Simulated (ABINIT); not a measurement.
# PbF2 (Fluorocronite): G0W0 with ABINIT, start to end

Aim: the G0W0 gap of PbF2 (Fluorocronite) on LDA, step by step.

Program: ABINIT 10.8.3. Level of theory: LDA and many-body steps on it, plane waves. Results are calculated unless marked as measured.

Report form: the programs' logs are mostly left out.

The database entry behind the starting cell differs from later determinations by our own check (0.1 to 0.3 % short, probably kX units), so it need not match the best structure at ambient conditions.

**1. The structure**

It takes space group Fm-3m (No. 225, cubic). The conventional cell has a = 5.927 Å, b = 5.927 Å, c = 5.927 Å, α = 90.00°, β = 90.00°, γ = 90.00°. Nearest to Pb lie 8 F at 2.57 Å. F has 4 Pb at 2.57 Å nearest. Farther neighbours and most contacts between anions are not listed.

The cell and positions come from the Crystallography Open Database and are kept as given unless a step says otherwise. This is not the form that PbF2 usually takes at ambient conditions. Spin-orbit coupling is left out unless a step names it.

**2. Ground state**

This step: ABINIT 10.8.3; DFT, LDA, plane waves, norm-conserving pseudopotentials.

The ground-state density comes first.

run.abi

```
acell 3*1.0 Angstrom
rprim 
  -0.000000000000 2.963660000000 2.963660000000
  2.963660000000 0.000000000000 2.963660000000
  2.963660000000 2.963660000000 -0.000000000000
ntypat 2
znucl 82 9
natom 3
typat 1 2 2
xred 
  0.000000000000 0.000000000000 0.000000000000
  0.250000000000 0.250000000000 0.250000000000
  0.750000000000 0.750000000000 0.750000000000
pp_dirpath "pseudos"
pseudos "Pb.upf, F.upf"
ecut 36
ngkpt 6 6 6
nshiftk 1
shiftk 0 0 0
kptopt 1
chksymbreak 0
nband 23
occopt 1
tolvrs 1e-10
nstep 60
prtwf 0
optforces 0
optstress 0
indata_prefix "in"
outdata_prefix "out"
tmpdata_prefix "tmp"
```

Command:

```sh
$ OMP_NUM_THREADS=1 mpirun -n 4 abinit run.abi > log
```

The job ended after 18 s (4 MPI ranks of Arm Neoverse V1, shared host; peak memory 0.32 GiB).

This step gave:

* total energy: -7046.3897 eV
* gap: 4.297 eV
* k of the valence top: -0.3333, 0.3333, 0.1667
* k of the conduction bottom: 0.5, 0.5, 0
* least direct gap: 4.434 eV

The gap is indirect, with the least direct gap 0.14 eV higher.

**3. Bands along the symmetry lines**

The cheap functional maps the bands first; the places of the edges decide which points the dearer methods must see.

run.abi

```
acell 3*1.0 Angstrom
rprim 
  -0.000000000000 2.963660000000 2.963660000000
  2.963660000000 0.000000000000 2.963660000000
  2.963660000000 2.963660000000 -0.000000000000
ntypat 2
znucl 82 9
natom 3
typat 1 2 2
xred 
  0.000000000000 0.000000000000 0.000000000000
  0.250000000000 0.250000000000 0.250000000000
  0.750000000000 0.750000000000 0.750000000000
pp_dirpath "pseudos"
pseudos "Pb.upf, F.upf"
ecut 36
iscf -2
irdden 1
kptopt 0
nkpt 50
kpt 
  0.00000000 0.00000000 0.00000000
  0.06250000 0.00000000 0.06250000
  0.12500000 0.00000000 0.12500000
  0.18750000 0.00000000 0.18750000
  0.25000000 0.00000000 0.25000000
  0.31250000 0.00000000 0.31250000
  0.37500000 0.00000000 0.37500000
  0.43750000 0.00000000 0.43750000
  0.50000000 0.00000000 0.50000000
  0.51562500 0.03125000 0.51562500
  0.53125000 0.06250000 0.53125000
  0.54687500 0.09375000 0.54687500
  0.56250000 0.12500000 0.56250000
  0.57812500 0.15625000 0.57812500
  0.59375000 0.18750000 0.59375000
  0.60937500 0.21875000 0.60937500
  0.62500000 0.25000000 0.62500000
  0.37500000 0.37500000 0.75000000
  0.32812500 0.32812500 0.65625000
  0.28125000 0.28125000 0.56250000
  0.23437500 0.23437500 0.46875000
  0.18750000 0.18750000 0.37500000
  0.14062500 0.14062500 0.28125000
  0.09375000 0.09375000 0.18750000
  0.04687500 0.04687500 0.09375000
  0.00000000 0.00000000 0.00000000
  0.06250000 0.06250000 0.06250000
  0.12500000 0.12500000 0.12500000
  0.18750000 0.18750000 0.18750000
  0.25000000 0.25000000 0.25000000
  0.31250000 0.31250000 0.31250000
  0.37500000 0.37500000 0.37500000
  0.43750000 0.43750000 0.43750000
  0.50000000 0.50000000 0.50000000
  0.50000000 0.46875000 0.53125000
  0.50000000 0.43750000 0.56250000
  0.50000000 0.40625000 0.59375000
  0.50000000 0.37500000 0.62500000
  0.50000000 0.34375000 0.65625000
  0.50000000 0.31250000 0.68750000
  0.50000000 0.28125000 0.71875000
  0.50000000 0.25000000 0.75000000
  0.50000000 0.21875000 0.71875000
  0.50000000 0.18750000 0.68750000
  0.50000000 0.15625000 0.65625000
  0.50000000 0.12500000 0.62500000
  0.50000000 0.09375000 0.59375000
  0.50000000 0.06250000 0.56250000
  0.50000000 0.03125000 0.53125000
  0.50000000 0.00000000 0.50000000
istwfk *1
nband 25
nbdbuf 2
tolwfr 1e-08
nstep 40
prtwf 0
prtvol 0
indata_prefix "in"
outdata_prefix "out"
tmpdata_prefix "tmp"
```

The job ended after 23 s (4 MPI ranks; peak memory 0.32 GiB).

Numbers from this step:

```
gap                        : 4.278 eV
k of the valence top       : 0.5, 0.25, 0.75
k of the conduction bottom : 0.5, 0, 0.5
least direct gap           : 4.434 eV
```

The gap is 4.278 eV, −0.019 eV from the run before at this level.

Electronic bands along the path, in eV, zero at the top of the highest filled band:

| point | band 15 | band 16 | band 17 | band 18 | band 19 | band 20 | band 21 | band 22 |
| --- | --- | --- | --- | --- | --- | --- | --- | --- |
| Γ | -2.46 | -1.96 | -1.96 | -1.96 | 6.62 | 6.62 | 6.62 | 10.30 |
| halfway | -2.02 | -1.70 | -1.70 | -0.97 | 4.89 | 7.25 | 7.25 | 10.92 |
| X | -1.53 | -1.53 | -1.53 | -0.16 | 4.28 | 7.77 | 7.77 | 8.61 |
| halfway | -1.69 | -1.57 | -1.53 | -0.11 | 4.54 | 7.31 | 7.77 | 8.94 |
| U | -2.06 | -1.68 | -1.54 | -0.03 | 5.19 | 6.52 | 7.76 | 9.52 |
| jump to K | -2.06 | -1.68 | -1.54 | -0.03 | 5.19 | 6.52 | 7.76 | 9.52 |
| halfway | -2.46 | -2.20 | -1.70 | -0.62 | 5.25 | 6.94 | 7.23 | 12.20 |
| Γ | -2.46 | -1.96 | -1.96 | -1.96 | 6.62 | 6.62 | 6.62 | 10.30 |
| halfway | -2.57 | -2.05 | -2.05 | -0.83 | 5.34 | 7.07 | 7.07 | 12.55 |
| L | -2.68 | -2.13 | -2.13 | -0.02 | 4.87 | 7.54 | 7.54 | 12.86 |
| halfway | -2.69 | -1.77 | -1.76 | -0.03 | 5.30 | 6.63 | 7.60 | 10.63 |
| W | -2.68 | -1.59 | -1.46 | 0.00 | 5.93 | 5.93 | 7.31 | 9.88 |
| halfway | -1.91 | -1.57 | -1.48 | -0.08 | 4.78 | 7.17 | 7.48 | 9.25 |
| X | -1.53 | -1.53 | -1.53 | -0.16 | 4.28 | 7.77 | 7.77 | 8.61 |

**4. Empty states on the mesh, 4×4×4 mesh, 61 bands**

The sums over transitions need many empty states on a uniform mesh; this step solves for them.

run.abi

```
acell 3*1.0 Angstrom
rprim 
  -0.000000000000 2.963660000000 2.963660000000
  2.963660000000 0.000000000000 2.963660000000
  2.963660000000 2.963660000000 -0.000000000000
ntypat 2
znucl 82 9
natom 3
typat 1 2 2
xred 
  0.000000000000 0.000000000000 0.000000000000
  0.250000000000 0.250000000000 0.250000000000
  0.750000000000 0.750000000000 0.750000000000
pp_dirpath "pseudos"
pseudos "Pb.upf, F.upf"
ecut 36
ngkpt 4 4 4
nshiftk 1
shiftk 0 0 0
kptopt 1
chksymbreak 0
iscf -2
irdden 1
istwfk *1
nband 61
nbdbuf 4
tolwfr 1e-09
nstep 60
prtvol 0
indata_prefix "in"
outdata_prefix "out"
tmpdata_prefix "tmp"
```

The job ended after 14 s (4 MPI ranks; peak memory 0.29 GiB; 58 s of CPU time).

Numbers from this step:

| Quantity | Value |
| --- | --- |
| gap | 4.278 eV |
| k of the valence top | -0.25, 0.5, 0.25 |
| k of the conduction bottom | 0.5, 0.5, 0 |
| least direct gap | 4.434 eV |
| k points computed | 8 |
| lowest point of the top converged band, above the valence top | 41.35 eV |

On this mesh the gap is 4.278 eV.

**5. Screening, 4×4×4 mesh, 57 bands, screening to 108.8 eV**

The RPA dielectric matrix is built and inverted for each q.

This step: RPA screening on LDA, plane waves, norm-conserving pseudopotentials.

run.abi, as its differences from that of step 4:

```diff
@@ -21,10 +21,11 @@
 chksymbreak 0
-iscf -2
-irdden 1
 istwfk *1
-nband 61
-nbdbuf 4
-tolwfr 1e-09
-nstep 60
-prtvol 0
+occopt 1
+irdwfk 1
+optdriver 3
+nband 57
+ecuteps 4
+inclvkb 2
+awtr 1
+symchi 1
 indata_prefix "in"
```

Wall time 18 s (4 MPI ranks); peak memory 0.78 GiB; 71 s of CPU time.

This step gave:

```yaml
eps_infinity_with_local_fields_on_this_mesh_along_the_program_s_q_direction: 3.272
the_same_without_local_fields: 3.807
plasma_frequency: 30.88 eV
plane_waves_in_the_screening_matrix: 137
```

Local fields lower ε∞ by 14 %. On a Γ-centred mesh this coarse the value itself is usually too large, while a short band sum pulls it down.

**6. Self-energy, 4×4×4 mesh, 57 bands, screening to 108.8 eV**

The self-energy is evaluated for the states that the input lists, and the levels follow from it, in one-shot runs by the linearised quasiparticle equation.

This step: G0W0 on LDA, plane waves, norm-conserving pseudopotentials.

run.abi, as its differences from that of step 5:

```diff
@@ -24,8 +24,19 @@
 irdwfk 1
-optdriver 3
+optdriver 4
 nband 57
+gwcalctyp 0
+ecutsigx 36
+symsigma 1
+nkptgw 3
+kptgw 
+  -0.2500000000 0.5000000000 0.2500000000
+  0.5000000000 0.5000000000 0.0000000000
+  0.0000000000 0.0000000000 0.0000000000
+bdgw 
+  17 20
+  16 21
+  16 21
 ecuteps 4
-inclvkb 2
-awtr 1
-symchi 1
+irdscr 1
+ppmodel 1
 indata_prefix "in"
```

Elapsed: 7.3 s, on 4 MPI ranks; peak memory 0.85 GiB; 29 s of CPU time.

This step gave:

- G0W0 gap on the points computed: 6.561 eV
- starting gap on the mesh: 4.278 eV
- k of the valence top: -0.25, 0.5, 0.25
- k of the conduction bottom: 0.5, 0.5, 0
- Z at the valence top: 0.804
- Z at the conduction bottom: 0.863
- least direct G0W0 gap on the computed points: 6.741 eV

The gap on the mesh goes from 4.28 eV to 6.56 eV, a correction of +2.28 eV.

Limits: finite bands, cutoff and mesh; no spin-orbit coupling; coarse k mesh. v1 is the top filled band, c1 the lowest empty one. Levels before and after the correction, in eV, zero at the valence-band top of each column:

|  | conduction bottom | valence top |
| --- | --- | --- |
| Kohn-Sham | 4.28 | 0.00 |
| G0W0 | 6.56 | 0.00 |

|  | level | energy (eV) |
| --- | --- | --- |
| Kohn-Sham | (-0.25 0.5 0.25) v2 | -1.463 |
| Kohn-Sham | (-0.25 0.5 0.25) v1 | 0.000 |
| Kohn-Sham | (-0.25 0.5 0.25) c1-c2 | 5.933 |
| Kohn-Sham | (0.5 0.5 0) v3-v2 | -1.525 |
| Kohn-Sham | (0.5 0.5 0) v1 | -0.156 |
| Kohn-Sham | (0.5 0.5 0) c1 | 4.278 |
| Kohn-Sham | (0.5 0.5 0) c2-c3 | 7.772 |
| G0W0 | (-0.25 0.5 0.25) v2 | -1.803 |
| G0W0 | (-0.25 0.5 0.25) v1 | 0.000 |
| G0W0 | (-0.25 0.5 0.25) c1-c2 | 8.419 |
| G0W0 | (0.5 0.5 0) v3-v2 | -1.877 |
| G0W0 | (0.5 0.5 0) v1 | -0.180 |
| G0W0 | (0.5 0.5 0) c1 | 6.561 |
| G0W0 | (0.5 0.5 0) c2-c3 | 10.577 |

**7. Where the time went**

Times are wall times on 4 MPI ranks of Arm Neoverse V1, shared host, good to a factor of about two.

| step | time | share | memory (GiB) |
| --- | --- | --- | --- |
| ground state | 18 s | 23 % | 0.32 |
| bands along the symmetry lines | 23 s | 28 % | 0.32 |
| empty states on the mesh | 14 s | 18 % | 0.29 |
| screening | 18 s | 22 % | 0.78 |
| self-energy | 7.3 s | 9 % | 0.85 |

**8. Outcome**

| Quantity | Value |
| --- | --- |
| LDA gap | 4.28 eV, indirect |
| G0W0 gap on the mesh | 6.56 eV |
| GW settings | 4×4×4 mesh, 57 bands, screening to 108.8 eV, Godby-Needs plasmon pole |
| known limits | not at the basis limit; no spin-orbit coupling; coarse k mesh |

In words: G0W0 moves the gap on the mesh from 4.28 eV to 6.56 eV (+2.28 eV), with Z of 0.80 and 0.86 at the edges. Local fields lower the RPA ε∞ on this mesh from 3.81 to 3.27; a Γ-centred mesh this coarse tends to raise both, most where the direct gap is narrow, while a short band sum lowers them. Only 3 of the mesh's irreducible points were corrected, so a valley elsewhere could overtake. Bands and cutoff are finite, so the gap is not at the basis limit. The miss can reach some tenths of an eV and take either sign; the mesh is an error of its own. In the G0W0 run levels were corrected at 3 k points alone, so a gap called «on the mesh» is the least over those, and an edge elsewhere would be missed. The 4×4×4 mesh is coarse for this cell, which bears on the long-range parts of exchange and screening. Where an edge is built on 6p states of lead, bismuth or thallium, scalar-relativistic gaps usually stand too wide, by a few tenths to over one eV. The many-body steps are scalar-relativistic: spin-orbit coupling is not in them.

[Paths, hosts, dates, memory and timing lines, banners, echoed tables and standing remarks are left out of the program output.]

[Logs are printed without paths, hosts, clocks, repeated set-up lines and the standing remarks that a program may print on its own settings, such as how far it seeks lower states.]

[Runs of the session that timed out or met a known fault of the program may be left out.]

[Hosts, paths, dates, database ids (printed as entryN), source tags and the programs' standing remarks are cut or masked in the printed files.]

[G0W0 gaps are taken among the corrected bands and points alone; a level outside them can change the order at an edge.]

[Where Ansatz stands beside ABINIT at settings called matched, ABINIT's density can come from a denser mesh and the files from another edition; pairs whose starting gaps differed by over 0.03 eV were left out, so agreement reads better than it is.]
